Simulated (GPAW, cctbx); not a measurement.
## HfNb2: deformation density and structure factors from DFT

Question: by how much does bonding change the X-ray structure factors of HfNb2, how firmly does DFT give the change, and what does a routine refinement make of it?

The cell comes from substitution in a known structure type and wasn't matched to any measured phase. All numbers below are calculated.

## Step 1: Relax the structure

The density hangs on the geometry, so cell and atoms are relaxed first, with the symmetry held. The cutoff is set higher than for the density because stress converges slowly with plane waves.

Settings: GPAW 26.7.0, PBE, 570 eV, 4×4×4 k-points, Fermi–Dirac width 0.1 eV, BFGS to 0.03 eV/Å.

```text
cell
1.0
     0.000000000    0.000000000    4.671000000
     5.232000000    0.000000000    0.000000000
    -2.616000000    4.531044913    0.000000000
Hf Nb
2 4
Direct
0.000000000 0.333333333 0.666666667
0.000000000 0.666666667 0.333333333
0.500000000 0.348000015 0.000000000
0.500000000 0.000000000 0.348000015
0.000000000 0.000000000 0.000000000
0.500000000 0.651999985 0.651999984
```

```console
$ OMP_NUM_THREADS=1 mpirun -n 4 gpaw python run.py > gpaw.log
```

```text
BFGS:    0      -54.330094        2.008236
BFGS:    1      -54.454454        1.785065
BFGS:    2      -54.826527        0.714247
BFGS:    3      -54.864124        0.344899
...
BFGS:   11      -55.021555        0.246903
BFGS:   12      -55.028964        0.085990
BFGS:   13      -55.030019        0.011676
cell  5.2012 5.1292 5.1292  120.00 90.00 90.00
volume 118.506 A^3, largest force 0.012 eV/A, largest stress 0.09 GPa
```

The cell moved far, while the k-mesh and basis were chosen for the start, so the final shape may be somewhat biased.

After 13 steps the volume has changed by +7.0 % and the energy by -0.700 eV; the largest stress left is 0.09 GPa. It took 3.4 min on 4 cores of Arm Neoverse V1 (shared host), peak memory 1.2 GiB.

Relaxed structure: P-62m (no. 189), a = 5.1292 Å, b = 5.1292 Å, c = 5.2012 Å, α = 90.00°, β = 90.00°, γ = 120.00°.

| atom | mult. | x | y | z |
| --- | --- | --- | --- | --- |
| Hf1 | 2 | 1/3 | 2/3 | 0 |
| Nb1 | 3 | 0.3283 | 0 | 1/2 |
| Nb2 | 1 | 0 | 0 | 0 |

## Step 2: Density and charge transfer

X-rays see the whole electron density, so the PAW density is rebuilt with its core regions. Subtracting spherical free atoms from the same code cancels the cores and leaves the deformation density Δρ, the part due to bonding.

Settings: PBE, 450 eV, 5×5×5 k-points, Fermi–Dirac width 0.1 eV; primitive cell of 6 atoms.

```console
$ OMP_NUM_THREADS=1 mpirun -n 4 gpaw python run.py > gpaw.log
```

```text
|iter:   1|       0s |  -58.474303 | +0.14 |       |
|iter:   2|       2s |  -57.254862 | -1.57 | -1.02 |
|iter:   3|       3s |  -55.662270 | -0.89 | -1.10 |
...
|iter:  10|      12s |  -54.811142c| -6.29 | -4.07c|
|iter:  11|      13s |  -54.811150c| -6.96 | -4.41c|
|iter:  12|      14s |  -54.811151c| -7.56c| -5.22c|
```

```text
grid (54, 54, 54)  electrons 308.000  moved by bonding 2.110 e
deformation density beyond 0.5 A of the nuclei: max 0.087, min -0.157 e/A^3
atom        x       y       z   Voronoi charge  moment
Hf1    0.3333  0.6667  0.0000     -0.034       0.00
Hf2    0.6667  0.3333  0.0000     -0.034       0.00
Nb3    0.3283  0.0000  0.5000      0.016       0.00
Nb4    0.0000  0.3283  0.5000      0.016       0.00
Nb5    0.0000  0.0000  0.0000      0.019       0.00
Nb6    0.6717  0.6717  0.5000      0.016       0.00
mean inner potential of superposed free atoms 27.569 V
total magnetic moment 0.000 muB
```

Deformation density in a plane through the shortest contact of the Nb atom at the origin, in 0.01 e/Å³ (clipped at ±99); x from -1.6 to 4.5 Å, y from 2.4 down to -2.4 Å:

```text
  .   .  -5   0   4  -3  -2   .   .  -2  -3   4   0  -5   .   .
 -5  -4  -5   2   4   0  -4  -5  -5  -4   0   4   2  -5  -4  -5
 -3  -2   1   4   5   4   0  -4  -4   0   4   5   4   1  -2  -3
  6   6   4   2   1   3   5   6   6   5   3   1   2   4   6   6
  8   7   1  -5  -4  -4   3   8   8   3  -4  -4  -5   1   7   8
  6   4  -5  -4   .  -7  -4   6   6  -4  -7   .  -4  -5   4   6
  4   1  -5   .   .   .  -5   3   3  -5   .   .   .  -5   1   4
  4   2  -5   0   .   0  -4   3   3  -4   0   .   0  -5   2   4
  5   4  -1  -5  -6  -5   0   4   4   0  -5  -6  -5  -1   4   5
  4   4   4   4   4   4   4   4   4   4   4   4   4   4   4   4
 -4  -3   2   7   8   6   1  -3  -3   1   6   8   7   2  -3  -4
  1  -4  -4   5   7   3  -5  -3  -3  -5   3   7   5  -4  -4   1
  .   .  -5   1   5  -2  -6   .   .  -6  -2   5   1  -5   .   .
```

Atoms in or within 0.15 Å of the plane: Nb (0.0, 0.0), Nb (2.9, 0.0) Å. Dots mark points within about 0.45 Å of a nucleus; large values next to them are atomic features.

Hf gains most (-0.03 e) and Nb loses most (+0.02 e), in averages over each element's sites, which isn't the order of electronegativity: valence and coordination count too, and Voronoi cells cut space at the midplane whatever the atoms' sizes. Along the shortest contact from the Nb atom at the map's origin, Nb–Nb at 2.92 Å, Δρ is +0.04 e/Å³ at the midpoint: little piles up between the atoms, as is usual in a metallic crystal, which this run finds. At the midpoints of other shortest contacts it is +0.03 (Hf–Nb, 2.96 Å) and 0.00 (Hf–Hf, 2.96 Å) e/Å³. Point values carry grid noise of about 0.01 e/Å³. The run needed 12 iterations, 24 s.

## Step 3: Structure factors

The Fourier components of Δρ, added to those of the free atoms, give the static X-ray structure factors; the Mott–Bethe relation turns them into the Fourier components V of the potential that fast electrons feel.

```text
static structure factors of the conventional cell: F in electrons, V (Mott-Bethe) in volts
   h  k  l      d  |F| table  |F| free   |F| DFT   change   |V| free  |V| DFT  change %
   0  0  1  5.2012    60.416    60.476    60.624    0.149     1.595    1.439     -9.8
   1  0  0  4.4420    27.926    27.953    28.016    0.063     0.589    0.541     -8.1
   1  0  1  3.3778    31.381    31.381    31.488    0.106     0.836    0.789     -5.6
   0  0  2  2.6006   253.514   253.309   252.389   -0.920    14.306   14.547      1.7
   1  1  0  2.5646   135.688   135.556   135.226   -0.330     7.150    7.254      1.5
   1  1  1  2.3002   214.098   213.823   212.768   -1.055    11.204   11.424      2.0
   1  0  2  2.2443    26.392    26.316    26.443    0.127     0.469    0.445     -5.3
   2  0  0  2.2210    31.429    31.346    31.498    0.153     0.778    0.749     -3.7
   2  0  1  2.0426    24.413    24.318    24.486    0.167     0.364    0.337     -7.4
   1  1  2  1.8260   122.782   122.548   122.533   -0.015     5.319    5.325      0.1
   0  0  3  1.7337    53.319    53.069    53.119    0.050     1.038    1.033     -0.6
   2  0  2  1.6889    29.478    29.350    29.394    0.044     0.670    0.665     -0.7
   2  1  0  1.6789    27.573    27.445    27.486    0.040     0.594    0.590     -0.8
   1  0  3  1.6151    27.642    27.510    27.495   -0.015     0.582    0.583      0.3
```

The largest X-ray change is -1.05 e on 111, 0.5 % of |F|. For electrons V goes as (Z − F)/g², so a change of F counts against Z − F, which is small at low angle and wherever the atoms' terms cancel: |V| of 001 moves by -9.8 % (1.59 to 1.44 V) against +0.2 % in |F|. The tabulated Hartree–Fock atoms differ from the free DFT atoms by up to 0.28 e, so the choice of reference atom matters too.

## Step 4: Which functional?

The same geometry is run with other functionals, to see whether the bonding signal is larger than the spread between approximations. Free atoms are LDA for LDA and PBE otherwise. Any other changed setting is in the row's label.

```csv
run,ΔF 111 (e),ΔF 002 (e),ΔF 110 (e),q(Hf) (e),moved (e),time
PBE,-1.055,-0.920,-0.330,-0.034,2.110,24 s
LDA,-1.023,-0.859,-0.310,-0.034,1.989,23 s
RPBE,-1.051,-0.923,-0.331,-0.028,2.137,24 s
PBE 150 eV (unsound),-1.118,-1.007,-0.361,-0.043,2.311,7.3 s
```

At the base's settings ΔF(111) spans -1.055 to -1.023 e, a spread of 3 % of the PBE value; over the three listed reflections the spread is at most 7 %, so sign and size hold across the functionals. The run marked unsound (cutoff far too low) misses ΔF(111) by 0.063 e. Times are from shared hosts.

## Step 5: What a spherical-atom refinement makes of it

Routine crystallography fits spherical atoms. To see the bias, intensities are simulated from tabulated atoms plus the DFT change ΔF, so that bonding alone can misfit (7736 reflections of the full sphere, merged to the counts below, to 0.4 Å, 1 % proportional noise plus counting noise, assumed isotropic U as listed, Δρ smeared by the mean U) and refined with cctbx over different ranges.

```
                    range  data      R1  GooF  U Hf1 (true 0.0051)  U Nb1 (true 0.0063)  U Nb2 (true 0.0063)  largest shift (Å)  Δρ max, min (e/Å³)
                 all data   755  0.0051  0.96               0.0051               0.0063               0.0063             0.0001         0.47, -0.49
 low resolution, d > 0.84    97  0.0031  1.00               0.0052               0.0063               0.0062             0.0001         0.17, -0.19
     high order, d < 0.75   625  0.0059  0.95               0.0051               0.0063               0.0063             0.0001         0.54, -0.48
occupancies free, d > 0.7   164  0.0033  1.01               0.0051               0.0062               0.0063             0.0001         0.19, -0.25
```

With all data GooF is 0.96, so at this noise the bonding hardly shows; the top residual peak, near noise level, lies 0.71 Å from Hf and 2.55 Å from Nb. No U is off by more than 3 s.u. at low resolution. With Hf1 held at 1 and the scale free, the other occupancies refine to Nb1 0.998(0.002) and Nb2 0.999(0.002), within three s.u. of full.

## Step 6: Answer

Bonding moves 2.11 e in the primitive cell of HfNb2 and changes the structure factors of the conventional cell in the table above by at most 1.05 e (111, 0.5 %), and among reflections above 2 % of the strongest by up to 0.7 % (201). The shortest bond, Nb–Nb, has Δρ = +0.04 e/Å³ at its midpoint, with no localised bond charge. At the base's settings ΔF(111) spans -1.055 to -1.023 e, a spread of 3 % of the PBE value; over the three listed reflections the spread is at most 7 %, so sign and size hold across the functionals. With all data GooF is 0.96, so at this noise the bonding hardly shows. Limits: static density, frozen cores, no spin–orbit coupling.

[Outputs are excerpts: Python notices, other lines and further rows are left out; steps that failed or that the build refused (PBEsol, TPSS) are not shown.]

[Logs are printed without paths, hosts, clocks, repeated set-up lines and the standing remarks that a program may print on its own settings, such as how far it seeks lower states.]
